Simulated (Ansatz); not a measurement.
**Convergence of a linear-scaling basis for graphene/h-BP/graphene sandwich (62 atoms)**

Wanted: errors and times of a linear-scaling basis for graphene/h-BP/graphene sandwich (62 atoms). A setting counts as converged where the r.m.s. difference of forces stays under 1 % of the r.m.s. force.

Calculated with Ansatz 0.2.0; Kohn-Sham DFT, PBE+D4, PAW (set soft_2), plane waves.

Most raw output is cut from this account.

## 1. Starting point

The cell holds 62 atoms: 48 C, 7 B and 7 P. Its edges and angles: a = 8.507 Å, b = 8.507 Å, c = 20.910 Å, α = 90.0°, β = 90.0°, γ = 120.0°. It derives from C and BP. 12 cells of graphene (a = 2.46 Å, strained -0.17 %) and 7 cells of h-BP (a = 3.21 Å, +0.17 %) on one hexagonal cell, twist 10.89 deg; facing planes 3.49, 3.42 Å apart; 14 Å of vacuum; displaced by a Gaussian of 0.01 Å. Regions: layer 1, 24 atoms (24 C); layer 2, 14 atoms (7 B and 7 P); layer 3, 24 atoms (24 C). Vacuum lies along c.

Limits known from the start: Beside vacuum, support functions can miss their usual error bounds without a warning.

## 2. Plane-wave single point

This run is the reference for what follows, at a cutoff of 420 eV.

Contents of input.yaml:

```yaml
crystal:
  lattice:
    - [8.5073, 0.0, 0.0]
    - [-4.25365, 7.36754, 0.0]
    - [0.0, 0.0, 20.91]
  atoms:
    - { symbol: C, position: [0.16529, 0.66862, 0.33506] }
    - { symbol: C, position: [0.16595, 0.49992, 0.33434] }
    - { symbol: C, position: [0.33278, 0.99874, 0.33467] }
    - { symbol: C, position: [0.33128, 0.83293, 0.33507] }
    - { symbol: C, position: [0.16841, 0.16815, 0.3343] }
    - { symbol: C, position: [0.16574, 0.99907, 0.33378] }
    - { symbol: C, position: [0.33428, 0.49922, 0.33451] }
    - { symbol: C, position: [0.33495, 0.33267, 0.33481] }
[... 50 atom lines left out ...]
    - { symbol: C, position: [0.53081, 0.77395, 0.66485] }
    - { symbol: C, position: [0.534, 0.611, 0.66487] }
    - { symbol: C, position: [0.53181, 0.2746, 0.66569] }
    - { symbol: C, position: [0.53572, 0.10935, 0.66552] }
kpoints:
  mp_grid: { grid: [2, 2, 1] }
hamiltonian:
  xc: pbe
  dispersion: d4
scf:
  occupations: { method: fermi_dirac, width: 0.025 }
output:
  forces: true
  populations: true
  dos:
    method: { smearing: { sigma: 0.15 } }
    de: 0.1
    projected:
      site_lists:
        B: [B]
        C: [C]
        P: [P]
        layer_1: [0, 1, 2, 3, 4, 5, 6, 7, 8, 9, 10, 11, 12, 13, 14, 15, 16, 17, 18, 19, 20, 21, 22, 23]
        layer_2: [24, 25, 26, 27, 28, 29, 30, 31, 32, 33, 34, 35, 36, 37]
        layer_3: [38, 39, 40, 41, 42, 43, 44, 45, 46, 47, 48, 49, 50, 51, 52, 53, 54, 55, 56, 57, 58, 59, 60, 61]
  eigenvalues: true
  write_density: true
  write_potential: true
  volumetric_format: npy
```

Command:

```bash
$ ansatz run input.yaml --threads 4 --pin off --max-ram 8192MiB --backend cpu --events-out ev --progress --plain --runs-dir out
```

Run time: 56 s. Hardware: 4 threads of Arm Neoverse V2, shared host; peak memory 4.8 GiB.

The program notes that the exchange-correlation potential is rough where the density is thin.

Numbers from this run:

```yaml
free_energy: -18435.0116 eV
free_energy_per_atom: -297.3389 eV/atom
scf_cycles: 15
r_m_s_force_component: 0.4728 eV/Å
longest_force: 1.835 eV/Å
fermi_energy: 1.074 eV
levels_partly_filled_by_over_2_per_cent: 8
potential_in_mid_vacuum_over_the_fermi_level: 4.258 eV
potential_4p5_a_over_the_upper_face: 4.26 eV
potential_4p5_a_under_the_lower_face: 4.255 eV
spilling_of_the_projection: 0.009728
```

The r.m.s. force component of 0.47 eV/Å sets the scale for the differences below.

## 3. Support functions low

With localised support functions most steps grow linearly with size, though the diagonalisation grows faster unless the density matrix is cut; this run measures error and cost at this size. The level low gives here a grid of 48×48×96 points and a radius of 3.57 Å.

This step: Kohn-Sham DFT, PBE+D4, PAW (set soft_2), localised support functions (low) (Ansatz 0.2.0).

input.yaml, the sections that differ from step 2:

```yaml
scf:
  occupations: { method: fermi_dirac, width: 0.025 }
  eigensolver: { kind: { support_functions: { accuracy: low } } }
  mixing: { beta: 0.4 }
  max_iter: 150
output:
  forces: true
  eigenvalues: true
# crystal, kpoints, hamiltonian: as in step 2
```

Wall time 2.3 min (4 threads); peak memory 2.9 GiB; 8.8 min of CPU time.

The program notes that the band table was not solved further than the SCF left it and it switched symmetry off.

Keys that differ from the reference: support_functions.accuracy = "low", scf.max_iter = 150 and scf.mixing.beta = 0.4.

Forces differ from the reference by 0.54 meV/Å r.m.s., 0.11 % of their size, well within a tolerance of 1 %; the energy by -3.1 meV/atom. It took 2.3 min and 15 cycles; the reference's time can't be set against it, since the two runs asked for unlike analyses.

## 4. Support functions medium

The level medium is asked for. Here it resolves to the same grid and radius as in the run with support functions low, so the basis is not new.

This step: Kohn-Sham DFT, PBE+D4, PAW (set soft_2), localised support functions (medium) (Ansatz 0.2.0).

input.yaml, the sections that differ from step 3:

```yaml
scf:
  occupations: { method: fermi_dirac, width: 0.025 }
  eigensolver: { kind: { support_functions: { accuracy: medium } } }
  mixing: { beta: 0.4 }
  max_iter: 150
# crystal, kpoints, hamiltonian, output: as in step 3
```

The job ended after 2.3 min (4 threads; peak memory 3 GiB).

Keys that differ from the reference: support_functions.accuracy = "medium", scf.max_iter = 150 and scf.mixing.beta = 0.4.

Forces differ from the reference by 0.41 meV/Å r.m.s., 0.086 % of their size, well within a tolerance of 1 %; the energy by -3.1 meV/atom. It took 2.3 min and 17 cycles; the reference's time can't be set against it, since the two runs asked for unlike analyses.

## 5. Support functions medium, spacing 0.411 Å (grid laid 0.387 Å)

The grid spacing sets how fine a wave the support functions can hold. The typed value is an upper bound: the grid laid has 24×24×54 points, 0.387 Å apart at most.

input.yaml, the sections that differ from step 4:

```yaml
scf:
  occupations: { method: fermi_dirac, width: 0.025 }
  eigensolver: { kind: { support_functions: { accuracy: medium, spacing: 0.411 } } }
  mixing: { beta: 0.4 }
  max_iter: 150
# crystal, kpoints, hamiltonian, output: as in step 4
```

Wall time 55 s (4 threads); peak memory 1.6 GiB; 3.3 min of CPU time.

The program notes that the forces don't sum to zero within tolerance and the grid leaves an egg-box force.

Forces differ from the reference by 243 meV/Å r.m.s., 51 % of their size, far over a tolerance of 1 %; the energy by +197 meV/atom. The setting is coarser than the default on purpose.

## 6. Support functions medium, spacing 0.343 Å (grid laid 0.290 Å)

The grid spacing sets how fine a wave the support functions can hold. The typed value is an upper bound: the grid laid has 30×30×72 points, 0.290 Å apart at most.

input.yaml, the sections that differ from step 5:

```yaml
scf:
  occupations: { method: fermi_dirac, width: 0.025 }
  eigensolver: { kind: { support_functions: { accuracy: medium, spacing: 0.343 } } }
  mixing: { beta: 0.4 }
  max_iter: 150
# crystal, kpoints, hamiltonian, output: as in step 5
```

Wall time 69 s (4 threads); peak memory 1.8 GiB; 4.2 min of CPU time.

Forces differ from the reference by 14 meV/Å r.m.s., 3.0 % of their size, over a tolerance of 1 %; the energy by +0.96 meV/atom. The setting is coarser than the default on purpose.

## 7. Support functions medium, spacing 0.297 Å (grid laid 0.290 Å)

The grid spacing sets how fine a wave the support functions can hold. The typed value is an upper bound, and the grid laid (30×30×72 points) is that of the run with spacing 0.343 Å.

input.yaml, the sections that differ from step 6:

```yaml
scf:
  occupations: { method: fermi_dirac, width: 0.025 }
  eigensolver: { kind: { support_functions: { accuracy: medium, spacing: 0.297 } } }
  mixing: { beta: 0.4 }
  max_iter: 150
# crystal, kpoints, hamiltonian, output: as in step 6
```

Elapsed: 69 s, on 4 threads; peak memory 1.8 GiB.

Forces differ from the reference by 14 meV/Å r.m.s., 3.0 % of their size, over a tolerance of 1 %; the energy by +1.0 meV/atom. The setting is coarser than the default on purpose.

## 8. Support functions medium, spacing 0.263 Å (grid laid 0.236 Å)

The grid spacing sets how fine a wave the support functions can hold. The typed value is an upper bound: the grid laid has 36×36×90 points, 0.236 Å apart at most.

input.yaml, the sections that differ from step 7:

```yaml
scf:
  occupations: { method: fermi_dirac, width: 0.025 }
  eigensolver: { kind: { support_functions: { accuracy: medium, spacing: 0.263 } } }
  mixing: { beta: 0.4 }
  max_iter: 150
# crystal, kpoints, hamiltonian, output: as in step 7
```

Wall time 93 s (4 threads); peak memory 2.2 GiB; 5.8 min of CPU time.

Keys that differ from the reference: support_functions.accuracy = "medium", support_functions.spacing = 0.263, scf.max_iter = 150 and scf.mixing.beta = 0.4.

Forces differ from the reference by 0.99 meV/Å r.m.s., 0.21 % of their size, well within a tolerance of 1 %; the energy by -3.5 meV/atom. It took 93 s and 17 cycles; the reference's time can't be set against it, since the two runs asked for unlike analyses.

## 9. Support functions medium, spacing 0.206 Å (grid laid 0.194 Å)

The grid spacing sets how fine a wave the support functions can hold. The typed value is an upper bound: the grid laid has 48×48×108 points, 0.194 Å apart at most.

input.yaml, the sections that differ from step 8:

```yaml
scf:
  occupations: { method: fermi_dirac, width: 0.025 }
  eigensolver: { kind: { support_functions: { accuracy: medium, spacing: 0.206 } } }
  mixing: { beta: 0.4 }
  max_iter: 150
# crystal, kpoints, hamiltonian, output: as in step 8
```

Elapsed: 2.4 min, on 4 threads; peak memory 3.2 GiB; 9.2 min of CPU time.

Keys that differ from the reference: support_functions.accuracy = "medium", support_functions.spacing = 0.206, scf.max_iter = 150 and scf.mixing.beta = 0.4.

Forces differ from the reference by 0.37 meV/Å r.m.s., 0.079 % of their size, well within a tolerance of 1 %; the energy by -3.1 meV/atom. It took 2.4 min and 17 cycles; the reference's time can't be set against it, since the two runs asked for unlike analyses.

## 10. A changed input

The input is spoilt on purpose; the run shows how that looks.

This step: Kohn-Sham DFT, PBE+D4, PAW (set soft_2), plane waves (Ansatz 0.2.0).

input.yaml, the sections that differ from step 9:

```yaml
crystal:
  lattice:
    - [16.07646685, 0.0, 0.0]
    - [-8.03823343, 13.92263263, 0.0]
    - [0.0, 0.0, 39.51417275]
  atoms:
    [... the 62 atom lines of step 2 ...]
scf:
  occupations: { method: fermi_dirac, width: 0.025 }
  max_iter: 100
output:
  forces: true
# kpoints, hamiltonian: as in step 9
```

Wall time 18 min (4 threads); peak memory 7.3 GiB; 69 min of CPU time.

The program notes that it cut back its work space to fit the memory limit.

The run converged on the changed input; its numbers don't describe the system as set up.

The fault in the input: a lattice typed in bohr (crystal.lattice). The fix is to type the lattice in Å.

Against the plane-wave single point:

- r.m.s. difference of force components: 525 meV/Å
- longest difference of force vectors: 2038 meV/Å
- force difference over r.m.s. force: 111 %

## 11. Other settings

Changed here: basis.ecutwfc = "600 eV", scf.mixing.algorithm = "broyden", scf.mixing.beta = 0.7 and scf.mixing.ndim = 2.

Contents of input.yaml:

```yaml
crystal:
  lattice:
    - [8.5073, 0.0, 0.0]
    - [-4.25365, 7.36754, 0.0]
    - [0.0, 0.0, 20.91]
  atoms:
    [... the 62 atom lines of step 2 ...]
kpoints:
  mp_grid: { grid: [2, 2, 1] }
hamiltonian:
  xc: pbe
  dispersion: d4
scf:
  occupations: { method: fermi_dirac, width: 0.025 }
  mixing: { algorithm: broyden, beta: 0.7, ndim: 2 }
output:
  forces: true
  populations: true
  dos:
    method: { smearing: { sigma: 0.08 } }
    de: 0.1
    projected:
      site_lists:
        B: [B]
        C: [C]
        P: [P]
        layer_1: [0, 1, 2, 3, 4, 5, 6, 7, 8, 9, 10, 11, 12, 13, 14, 15, 16, 17, 18, 19, 20, 21, 22, 23]
        layer_2: [24, 25, 26, 27, 28, 29, 30, 31, 32, 33, 34, 35, 36, 37]
        layer_3: [38, 39, 40, 41, 42, 43, 44, 45, 46, 47, 48, 49, 50, 51, 52, 53, 54, 55, 56, 57, 58, 59, 60, 61]
  eigenvalues: true
basis:
  ecutwfc: "600 eV"
```

Run time: 1.7 min. Hardware: 4 threads; peak memory 6.3 GiB; 6.7 min of CPU time.

Forces differ from the reference by 0.29 meV/Å r.m.s., 0.061 % of their size, well within a tolerance of 1 %; the energy by -2.7 meV/atom. It took 1.7 min and 27 cycles; the reference's time can't be set against it, since the two runs asked for unlike analyses.

## 12. The ladder side by side

Each row is set against the plane-wave reference (Kohn-Sham DFT, PBE+D4, PAW (set soft_2), plane waves; r.m.s. force component 0.473 eV/Å). Energies are set beside the reference only for runs with its functional, potentials and electron count. Times are for 4 threads of Arm Neoverse V2, shared host. The reference's time includes the DOS and grids, which some other runs skip.

| run | Δ force, r.m.s. (meV/Å) | share of r.m.s. force (%) | Δ energy (meV/atom) | cycles | time | host memory (GiB) |
| --- | --- | --- | --- | --- | --- | --- |
| reference | - | - | - | 15 | 56 s | 4.8 |
| support functions low | 0.541 | 0.114 | -3.10 | 15 | 2.3 min | 2.9 |
| support functions medium | 0.405 | 0.0856 | -3.10 | 17 | 2.3 min | 3.0 |
| support functions medium, spacing 0.411 Å (grid laid 0.387 Å) | 243 | 51.3 | 197 | 17 | 55 s | 1.6 |
| support functions medium, spacing 0.343 Å (grid laid 0.290 Å) | 14.0 | 2.96 | 0.957 | 17 | 69 s | 1.8 |
| support functions medium, spacing 0.297 Å (grid laid 0.290 Å) | 14.3 | 3.02 | 1.03 | 17 | 69 s | 1.8 |
| support functions medium, spacing 0.263 Å (grid laid 0.236 Å) | 0.99 | 0.209 | -3.47 | 17 | 93 s | 2.2 |
| support functions medium, spacing 0.206 Å (grid laid 0.194 Å) | 0.373 | 0.0789 | -3.09 | 17 | 2.4 min | 3.2 |
| basis.ecutwfc = "600 eV", scf.mixing.algorithm = "broyden", scf.mixing.beta = 0.7 and scf.mixing.ndim = 2 | 0.288 | 0.0609 | -2.65 | 27 | 1.7 min | 6.3 |

(Continued in part 2 of 2.)

[Logs are printed without paths, hosts, clocks, repeated set-up lines and the standing remarks that a program may print on its own settings, such as how far it seeks lower states.]

[Hosts, paths, dates, database ids (printed as entryN), source tags and the programs' standing remarks are cut or masked in the printed files.]
